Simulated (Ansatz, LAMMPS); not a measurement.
# Convergence of a linear-scaling basis for amorphous Si0.85C0.15 (202 atoms), part 2 of 2

Wanted: errors and times of a linear-scaling basis for amorphous Si0.85C0.15 (202 atoms). A setting counts as converged where the r.m.s. difference of forces stays under 1 % of the r.m.s. force.

Ansatz 0.2.0; Kohn-Sham DFT, PBE, PAW (set soft_2), plane waves.

The cell: 172 Si and 30 C. The quench rate of 20 K/ps is orders of magnitude faster than experiment. The starting topology of bonds comes from the classical model. The Brillouin zone is sampled at Γ only, in a cell whose shortest periodic width is 15 Å.

So far. Step 4 (Support functions medium): Forces differ from the reference by 0.38 meV/Å r.m.s., 0.100 % of their size, well within a tolerance of 1 %; the energy by -0.69 meV/atom. It took roughly 1.6 times the reference's time (one timing each, with unlike analyses asked), in 13 cycles against 9. Step 5 (Support functions low): Forces differ from the reference by 0.42 meV/Å r.m.s., 0.11 % of their size, well within a tolerance of 1 %; the energy by -0.69 meV/atom.

**6. Support functions medium, radius 3.77 Å**

The radius confines each support function; a larger one gives more freedom and more work per atom.

This step: Kohn-Sham DFT, PBE, PAW (set soft_2), localised support functions (medium) (Ansatz 0.2.0).

input.yaml

```yaml
crystal:
  lattice:
    - [15.0216, 0.0, 0.0]
    - [0.0, 15.0216, 0.0]
    - [0.0, 0.0, 15.0216]
  atoms:
    [... the 202 atom lines of step 3 ...]
kpoints:
  mp_grid: { grid: [1, 1, 1] }
hamiltonian:
  xc: pbe
scf:
  occupations: { method: fermi_dirac, width: 0.05 }
  eigensolver: { kind: { support_functions: { accuracy: medium, radius: 3.77 } } }
  mixing: { beta: 0.4 }
  max_iter: 150
output:
  forces: true
  eigenvalues: true
```

Run with:

```console
$ ansatz run input.yaml --threads 4 --pin off --max-ram 8192MiB --backend cpu --events-out ev --progress --plain --runs-dir out
```

The program printed:

```text
[...]
Crystal: 202 atoms, lattice volume = 3389.601 Å³
Basis set: ecut = 420 eV, 66539 PW (Γ), exchange–correlation on 216×216×216 points (8 copies of the dense FFT grid, shifted against one another)
Bands: 485, of which v1, the nominal top of the filled ones, is band 404 counted from 1 (403 counted from 0)
Symmetry: 1 space group operations
k-points: 1
[...]
SCF iter   1: F=—  HF=-116777.506685 eV  |F-HF|=—  |Δ(HF+E_count)|=         —  Δρ=5.63e-2  dr2=3.62e2  ethr=1.00e-1
[...]
SCF iter  12: F=—  HF=-116804.554275 eV  |F-HF|=—  |Δ(HF+E_count)|=   6.49e-3  Δρ=1.12e-5  dr2=6.16e-6  ethr=3.73e-9  κ⁻¹=8.7e-7(r=7)
SCF iter  13: F=-116804.554279 eV  HF=-116804.554278 eV  |F-HF|=2.87e-7  |Δ(HF+E_count)|=   3.71e-6  Δρ=4.27e-6  dr2=9.72e-7  ethr=7.63e-10
SCF 1 converged in 13 iterations: F = -116804.684626 eV  dr2 = 9.72e-7
[...]
SCF converged after 13 iterations
[...]
Free energy (F): -116804.684626 eV
[...]
Internal energy: -116804.123561 eV  (E = F + TS)
E sigma→0 (E₀):  -116804.404094 eV
Entropy (-TS):   -0.561065 eV (-2.778 meV/atom)
Fermi energy:    7.398128 eV
[...]
Σ components = -116804.684626   (vs F -116804.684626, Δ=0.00e0)
--- Forces (eV/Å), atoms counted from 1 ---
  atom   1  Si     0.24614863     0.19042087     0.43578026
  atom   2  Si     0.16673156     0.06171945    -0.14832148
  atom   3  Si    -0.13585709     0.24825725     0.38229134
  atom   4  Si     0.00245775     0.05984997    -0.54064583
[...]
atom 202  C      0.15416989    -0.24676290    -0.12811039
  max |Σ_I F_I| component: 7.16e-3 eV/Å
--- Band table (eV) ---
[...]
```

The job ended after 2.5 min (4 threads of Arm Neoverse V2, shared host; peak memory 5.4 GiB).

Keys that differ from the reference: support_functions.accuracy = "medium", support_functions.radius = 3.77, scf.max_iter = 150 and scf.mixing.beta = 0.4.

Forces differ from the reference by 0.47 meV/Å r.m.s., 0.12 % of their size, well within a tolerance of 1 %; the energy by -0.69 meV/atom. It took roughly 1.5 times the reference's time (one timing each, with unlike analyses asked), in 13 cycles against 9.

**7. Support functions medium, radius 4.08 Å**

The radius confines each support function; a larger one gives more freedom and more work per atom.

input.yaml, the sections that differ from step 6:

```yaml
scf:
  occupations: { method: fermi_dirac, width: 0.05 }
  eigensolver: { kind: { support_functions: { accuracy: medium, radius: 4.08 } } }
  mixing: { beta: 0.4 }
  max_iter: 150
# crystal, kpoints, hamiltonian, output: as in step 6
```

The program printed:

```text
[...]
Crystal: 202 atoms, lattice volume = 3389.601 Å³
Basis set: ecut = 420 eV, 66539 PW (Γ), exchange–correlation on 216×216×216 points (8 copies of the dense FFT grid, shifted against one another)
Bands: 485, of which v1, the nominal top of the filled ones, is band 404 counted from 1 (403 counted from 0)
Symmetry: 1 space group operations
k-points: 1
[...]
SCF iter   1: F=—  HF=-116787.052954 eV  |F-HF|=—  |Δ(HF+E_count)|=         —  Δρ=5.68e-2  dr2=3.64e2  ethr=1.00e-1
[...]
SCF iter  12: F=—  HF=-116804.634240 eV  |F-HF|=—  |Δ(HF+E_count)|=   2.76e-3  Δρ=1.11e-5  dr2=6.07e-6  ethr=3.53e-9  κ⁻¹=9.9e-7(r=7)
SCF iter  13: F=-116804.634244 eV  HF=-116804.634244 eV  |F-HF|=3.35e-7  |Δ(HF+E_count)|=   3.75e-6  Δρ=4.16e-6  dr2=9.45e-7  ethr=7.51e-10
SCF 1 converged in 13 iterations: F = -116804.683879 eV  dr2 = 9.45e-7
[...]
SCF converged after 13 iterations
[...]
Free energy (F): -116804.683879 eV
[...]
Internal energy: -116804.121225 eV  (E = F + TS)
E sigma→0 (E₀):  -116804.402552 eV
Entropy (-TS):   -0.562654 eV (-2.785 meV/atom)
Fermi energy:    7.397509 eV
[...]
Σ components = -116804.683879   (vs F -116804.683879, Δ=0.00e0)
--- Forces (eV/Å), atoms counted from 1 ---
  atom   1  Si     0.24603569     0.19043134     0.43575539
  atom   2  Si     0.16682544     0.06167132    -0.14857380
  atom   3  Si    -0.13586518     0.24824462     0.38196138
  atom   4  Si     0.00216384     0.05961528    -0.54086537
[...]
atom 202  C      0.15380382    -0.24700897    -0.12817115
  max |Σ_I F_I| component: 2.46e-3 eV/Å
--- Band table (eV) ---
[...]
```

Elapsed: 2.9 min, on 4 threads; peak memory 5.8 GiB; 12 min of CPU time.

Keys that differ from the reference: support_functions.accuracy = "medium", support_functions.radius = 4.08, scf.max_iter = 150 and scf.mixing.beta = 0.4.

Forces differ from the reference by 0.27 meV/Å r.m.s., 0.069 % of their size, well within a tolerance of 1 %; the energy by -0.69 meV/atom. It took roughly 1.7 times the reference's time (one timing each, with unlike analyses asked), in 13 cycles against 9.

**8. Cost against change**

Differences are against the plane-wave reference (Kohn-Sham DFT, PBE, PAW (set soft_2), plane waves), whose r.m.s. force component is 0.384 eV/Å. Energies are set beside the reference only for runs with its functional, potentials and electron count. Times are for 4 threads of Arm Neoverse V2, shared host. The reference's time includes the DOS, the stress and grids, which some other runs skip.

| run | Δ force, r.m.s. (meV/Å) | share of r.m.s. force (%) | Δ energy (meV/atom) | cycles | time | host memory (GiB) |
| --- | --- | --- | --- | --- | --- | --- |
| reference | - | - | - | 9 | 1.7 min | 4.9 |
| support functions medium | 0.383 | 0.0996 | -0.688 | 13 | 2.7 min | 5.5 |
| support functions low | 0.418 | 0.109 | -0.688 | 11 | 2.4 min | 5.5 |
| support functions medium, radius 3.77 Å | 0.472 | 0.123 | -0.691 | 13 | 2.5 min | 5.4 |
| support functions medium, radius 4.08 Å | 0.265 | 0.069 | -0.687 | 13 | 2.9 min | 5.8 |

**9. What the reference run shows**

With the settings judged, the reference run is read for its physics.

Neighbours are counted within 2.77 Å (Si-Si), 2.28 Å (Si-C), 1.85 Å (C-C).

Length of the force by element and coordination:

| element | coordination | atoms | mean length of the force (eV/Å) | spread | least | most |
| --- | --- | --- | --- | --- | --- | --- |
| C | all | 30 | 1.03 | 0.621 | 0.153 | 2.74 |
| C | 3 | 18 | 1.24 | 0.607 | 0.362 | 2.74 |
| C | 4 | 12 | 0.722 | 0.501 | 0.153 | 1.64 |
| Si | all | 172 | 0.468 | 0.220 | 0.045 | 1.21 |
| Si | 3 | 2 | 0.666 | 0.128 | 0.538 | 0.794 |
| Si | 4 | 120 | 0.470 | 0.222 | 0.110 | 1.21 |
| Si | 5 | 48 | 0.454 | 0.217 | 0.045 | 1.05 |
| Si | 6 | 2 | 0.479 | 0.146 | 0.332 | 0.625 |

Löwdin charges by element and coordination (they lack the spilled electrons, 0.051 e an atom on average):

| element | coordination | atoms | mean charge (e) | spread | least | most |
| --- | --- | --- | --- | --- | --- | --- |
| C | all | 30 | -0.710 | 0.199 | -0.902 | -0.201 |
| C | 3 | 18 | -0.648 | 0.213 | -0.854 | -0.201 |
| C | 4 | 12 | -0.803 | 0.128 | -0.902 | -0.571 |
| Si | all | 172 | 0.184 | 0.186 | -0.063 | 0.731 |
| Si | 3 | 2 | 0.547 | 0.184 | 0.363 | 0.731 |
| Si | 4 | 120 | 0.200 | 0.191 | -0.0294 | 0.681 |
| Si | 5 | 48 | 0.139 | 0.147 | -0.063 | 0.390 |
| Si | 6 | 2 | 0.0021 | 0.0242 | -0.0221 | 0.0264 |

States in the cell by windows of 1 eV, zero at the Fermi level; the larger projections on atomic orbitals stand beside the total:

| from (eV) | to (eV) | total | Si p | Si s | C p |
| --- | --- | --- | --- | --- | --- |
| -17 | -16 | 1.0 | 0.1 | 0.1 | 0.1 |
| -16 | -15 | 6.8 | 1.3 | 1.2 | 0.5 |
| -15 | -14 | 8.5 | 2.0 | 2.6 | 0.3 |
| -14 | -13 | 18.1 | 4.6 | 5.4 | 0.5 |
| -13 | -12 | 17.1 | 4.3 | 6.4 | 0.6 |
| -12 | -11 | 27.0 | 7.2 | 15.4 | 1.9 |
| -11 | -10 | 46.2 | 14.1 | 26.2 | 3.5 |
| -10 | -9 | 50.9 | 16.5 | 28.0 | 4.6 |
| -9 | -8 | 52.6 | 17.7 | 26.5 | 6.6 |
| -8 | -7 | 54.8 | 21.6 | 23.5 | 8.3 |
| -7 | -6 | 56.8 | 26.3 | 18.9 | 10.0 |
| -6 | -5 | 62.4 | 34.9 | 13.8 | 12.3 |
| -5 | -4 | 77.6 | 51.8 | 10.3 | 13.9 |
| -4 | -3 | 88.3 | 64.1 | 8.9 | 13.6 |
| -3 | -2 | 97.9 | 76.2 | 7.9 | 11.5 |
| -2 | -1 | 76.2 | 60.1 | 6.2 | 7.7 |
| -1 | 0 | 66.2 | 44.4 | 8.1 | 10.1 |
| 0 | 1 | 58.3 | 37.2 | 9.4 | 6.4 |
| 1 | 2 | 75.7 | 45.3 | 13.9 | 4.8 |
| 2 | 3 | 91.5 | 52.7 | 15.4 | 4.8 |
| 3 | 4 | 103.2 | 58.5 | 14.9 | 4.5 |

The levels nearest the highest filled one (over half full), pooled over k-points and spins:

| level less the highest filled one (eV) | occupation |
| --- | --- |
| -0.121 | 1.90 |
| -0.096 | 1.84 |
| -0.0791 | 1.78 |
| -0.0432 | 1.60 |
| -0.0192 | 1.42 |
| 0 | 1.25 |
| 0.0385 | 0.873 |
| 0.0773 | 0.526 |
| 0.0957 | 0.395 |
| 0.122 | 0.252 |
| 0.152 | 0.149 |
| 0.204 | 0.055 |

Valence density in the bc plane at fractional x = 0.147, with atoms of Si and C within 0.2 Å of it. It is the smooth field of the valence electrons, not physical close to the nuclei.

Ten steps, logarithmic in the rise over the least value, from '0' (0.0 e/Å³) to '9' (1.7 e/Å³), each cell a mean:
```
4321235566667777666654446676655555665434455
3222455655434456667654346655676665666433343
2223556654322345666543456665676765566432222
2234566654334444444433455666655556766432111
3456676544456666543233444444332345676643222
4566556655666566654444443332221245666665433
4566567888876666555556654322222345666765433
4566667899976544445667765543344444556655444
5565545789875332334566666666555444444444444
6665433566665321233444556776566655554433345
6765433456776422233333345665467666665432345
6666544468998654444444445677665566776544456
6567766679999887765555666676543345666677877
6667765678889999865556664566532233446799997
4345666666556899753334566666543322234689986
3113567776556777653212345666666542112467875
3102356666667645664321234566556643223567765
3112356666666656665443445566556654445666765
4223567765544455555556666666667766667753565
5556666765321112234566654665556655677766776
6677645665321000012346666664445665665556676
6777667776544332111235566654334566543335666
6655456776677764333334555553223344332124666
5432235666788876655544455555432233332224566
```
Columns run along b (15.0 Å), rows up along c (15.0 Å). Atoms in or near the plane, at fractional coordinates: Si at (0.64, 0.56), Si at (0.13, 0.14), Si at (0.55, 0.16), Si at (0.66, 0.28), Si at (0.62, 0.91), Si at (0.76, 0.16), Si at (0.91, 0.22), Si at (0.10, 0.74), Si at (0.33, 0.30), Si at (0.57, 0.42), Si at (0.78, 0.90), C at (0.91, 0.41), C at (0.25, 0.47).

Electrostatic potential energy in the bc plane at fractional x = 0.147, with atoms of Si and C within 0.2 Å of it. With pseudopotentials it is smooth inside the atoms' cores, unlike the true potential.

Values in eV, 13 rows by 16 columns, each cell a mean:
```
 10  10   6   4   7   0 -28   0   8  -9 -14   3 -17   0   9   8
 11   7  -4   5  10   7   0   7   8 -13 -19   1 -26  -4   9  10
  7 -11  -1   8  -7  -8   8   9   8   8   9  10   3 -11   5  10
  3 -31 -13  -8 -12 -12   7   6   6   9  10   9   3 -16   3   9
  5   6   5 -14   4   9   9   5  -5   3   1   7   9   8   7   9
  2   7   8  -4   1  10  10  10   8  -5 -40  -5   1   5  10   8
-33  -1   3  -8 -21   4   6   6   4  -4  -1   7   4   4   6  -4
  1  -4 -37  -6  -4 -28   5   8 -14 -36   3  10   9   7 -23 -10
 11   7  -4   2  -2 -25   1  10   7   2 -13  -4  10  10   4   5
 10  10  -2  -6  -1 -23   1   9   8   4 -27 -13   7   4 -23  -5
  7  -6 -19   6  10  10   9   6 -24 -23   6  -8 -31  -2 -21  -6
-15  -9 -21   3   9  11  11   9  -4  -4   9   1 -13   6   7 -17
  1   9   4 -20  -4   6   7   8   7   6   9  10  10  11   9   0
```
Columns run along b (15.0 Å; values clipped at the 3rd and 97th percentile), rows up along c (15.0 Å). Atoms in or near the plane, at fractional coordinates: Si at (0.64, 0.56), Si at (0.13, 0.14), Si at (0.55, 0.16), Si at (0.66, 0.28), Si at (0.62, 0.91), Si at (0.76, 0.16), Si at (0.91, 0.22), Si at (0.10, 0.74), Si at (0.33, 0.30), Si at (0.57, 0.42), Si at (0.78, 0.90), C at (0.91, 0.41), C at (0.25, 0.47).

Mean Löwdin charges: C -0.71, Si +0.18 e (they miss 1.3 % of the electrons, so they add up to more than the cell's charge). Within 0.4 eV of the Fermi level the largest share is Si p (68 % of the projected weight).

**10. Local order**

Bonds and neighbours are counted at the geometry of the runs.

Density 2.54 g/cm³, 16.78 Å³ an atom.

Pair distribution functions g(r), in bins of 0.2 Å:

| r (Å) | total | Si-Si | Si-C | C-C |
| --- | --- | --- | --- | --- |
| 1.40 | 0.15 | 0.00 | 0.00 | 7.00 |
| 1.60 | 0.06 | 0.00 | 0.00 | 2.58 |
| 1.80 | 1.31 | 0.00 | 5.16 | 0.00 |
| 2.00 | 0.37 | 0.00 | 1.48 | 0.00 |
| 2.20 | 0.12 | 0.16 | 0.00 | 0.00 |
| 2.40 | 3.15 | 4.34 | 0.00 | 0.00 |
| 2.60 | 0.48 | 0.59 | 0.11 | 0.94 |
| 2.80 | 0.19 | 0.01 | 0.65 | 0.74 |
| 3.00 | 0.63 | 0.58 | 0.70 | 1.29 |
| 3.20 | 1.15 | 1.15 | 1.09 | 1.82 |
| 3.40 | 1.04 | 0.80 | 1.78 | 0.54 |
| 3.60 | 1.41 | 1.27 | 1.81 | 1.17 |
| 3.80 | 1.40 | 1.52 | 1.14 | 0.21 |
| 4.00 | 1.29 | 1.50 | 0.75 | 0.92 |
| 4.20 | 1.02 | 1.11 | 0.74 | 1.18 |
| 4.40 | 0.92 | 0.92 | 0.93 | 0.62 |
| 4.60 | 0.79 | 0.74 | 0.95 | 0.57 |
| 4.80 | 0.88 | 0.80 | 1.02 | 1.70 |
| 5.00 | 0.90 | 0.84 | 1.10 | 0.36 |
| 5.20 | 0.94 | 0.96 | 0.89 | 1.10 |
| 5.40 | 0.96 | 0.98 | 0.92 | 0.72 |
| 5.60 | 0.96 | 0.93 | 1.08 | 0.47 |
| 5.80 | 0.92 | 0.93 | 0.93 | 0.53 |
| 6.00 | 1.10 | 1.10 | 1.11 | 0.91 |
| 6.20 | 1.08 | 1.09 | 1.07 | 0.93 |
| 6.40 | 0.98 | 1.00 | 0.89 | 1.53 |
| 6.60 | 1.06 | 1.06 | 1.02 | 1.45 |
| 6.80 | 1.04 | 1.06 | 0.99 | 0.97 |

Bonds by pair of elements; cutoffs follow the first minimum of g(r), held within bounds set by covalent radii, and pairs that aren't listed don't count as bonded:

| pair A-B | cutoff (Å) | bonds | mean length (Å) | spread (Å) | shortest (Å) | B about A | A about B |
| --- | --- | --- | --- | --- | --- | --- | --- |
| Si-Si | 2.77 | 325 | 2.42 | 0.075 | 2.26 | 3.78 | 3.78 |
| Si-C | 2.28 | 88 | 1.87 | 0.046 | 1.78 | 0.512 | 2.93 |
| C-C | 1.85 | 7 | 1.48 | 0.026 | 1.43 | 0.467 | 0.467 |

How many atoms have how many bonded neighbours:

| element | mean | 3 | 4 | 5 | 6 |
| --- | --- | --- | --- | --- | --- |
| C | 3.4 | 18 | 12 | 0 | 0 |
| Si | 4.29 | 2 | 120 | 48 | 2 |

Rings of the network by King's shortest-path rule, up to 12 atoms, one path for each pair of neighbours; H, halogens, alkali and alkaline-earth atoms are left out:

| ring size (atoms) | rings | per network atom |
| --- | --- | --- |
| 3 | 4 | 0.02 |
| 4 | 21 | 0.104 |
| 5 | 125 | 0.619 |
| 6 | 173 | 0.856 |
| 7 | 112 | 0.554 |
| 8 | 23 | 0.114 |

With the cutoffs above, 60 % of C atoms have 3 and 70 % of Si atoms have 4 bonded neighbours. Rings of 6 atoms are the most common (38 % of those counted); sizes run from 3 to 8.

Local excerpt of 12 atoms (numbers count through the whole input) about Si15, which has 3 bonded neighbours where the commonest count for Si is 4; x, y, z are measured from there.

| atom | x | y | z | distance (Å) | bonds | Löwdin charge (e) | Fx | Fy | Fz (eV/Å) |
| --- | --- | --- | --- | --- | --- | --- | --- | --- | --- |
| Si15 | 0.00 | 0.00 | 0.00 | 0.00 | 3 | 0.73 | -0.23 | 0.27 | 0.71 |
| C181 | -1.26 | -0.75 | -1.02 | 1.78 | 3 | -0.85 | 0.43 | -0.87 | -0.80 |
| C196 | 0.31 | -0.86 | 1.55 | 1.80 | 3 | -0.84 | -0.01 | 0.36 | 0.03 |
| Si134 | 0.59 | 2.20 | -0.73 | 2.39 | 5 | 0.29 | -0.25 | -0.11 | 0.29 |
| Si165 | -2.90 | -0.05 | -0.91 | 3.04 | 5 | 0.39 | 0.63 | 0.29 | 0.50 |
| Si162 | 1.50 | -2.29 | 1.49 | 3.11 | 5 | 0.30 | 0.22 | 0.58 | 0.09 |
| Si150 | -2.60 | 1.62 | 0.77 | 3.15 | 4 | 0.04 | -0.36 | -0.13 | -0.42 |
| Si23 | -0.52 | -3.10 | 0.39 | 3.17 | 4 | 0.15 | -0.22 | -0.17 | 0.51 |
| Si30 | -0.98 | -2.39 | -1.84 | 3.17 | 5 | 0.32 | 0.03 | 0.01 | -0.43 |
| C193 | -0.17 | 2.07 | -2.41 | 3.18 | 3 | -0.80 | 0.58 | -0.36 | -1.24 |
| Si114 | 2.80 | 1.62 | -0.09 | 3.24 | 5 | -0.01 | -0.11 | 0.34 | -0.04 |
| Si63 | -0.87 | -0.67 | 3.06 | 3.25 | 5 | 0.32 | -0.29 | -0.22 | -0.25 |

**11. What came out**

```yaml
free_energy_per_atom: -578.2403 eV/atom
pressure: 2.172 GPa
r_m_s_force_component: 0.3841 eV/Å
wall_time_of_the_5_dft_runs: 12 min
```

**Reading.** Against plane waves at 420 eV, the forces differ by 0.38 meV/Å (0.100 %) with support functions medium, and by 0.27 meV/Å in the closest run (support functions medium, radius 4.08 Å). At 202 atoms the fastest of the runs at a preset level, support functions low, takes roughly 1.4 times the time of plane waves (whose run also made extra analyses), in 11 SCF cycles against 9. Differences between support functions and plane waves include what basis error the plane-wave run still has.

13 levels are partly filled, by over 2 % (at Γ alone): no clear gap opens at this level. With the cutoffs above, 60 % of C atoms have 3 and 70 % of Si atoms have 4 bonded neighbours.

Caveats: The geometry was minimised with a classical potential and isn't relaxed at this level: its force components are 0.38 eV/Å r.m.s. The pressure of 2.2 GPa belongs to unrelaxed atoms and would change as they relax.

[Long decimals in the printed logs are rounded to 6 places.]

[Logs are printed without paths, hosts, clocks, repeated set-up lines and the standing remarks that a program may print on its own settings, such as how far it seeks lower states.]

[Hosts, paths, dates, database ids (printed as entryN), source tags and the programs' standing remarks are cut or masked in the printed files.]
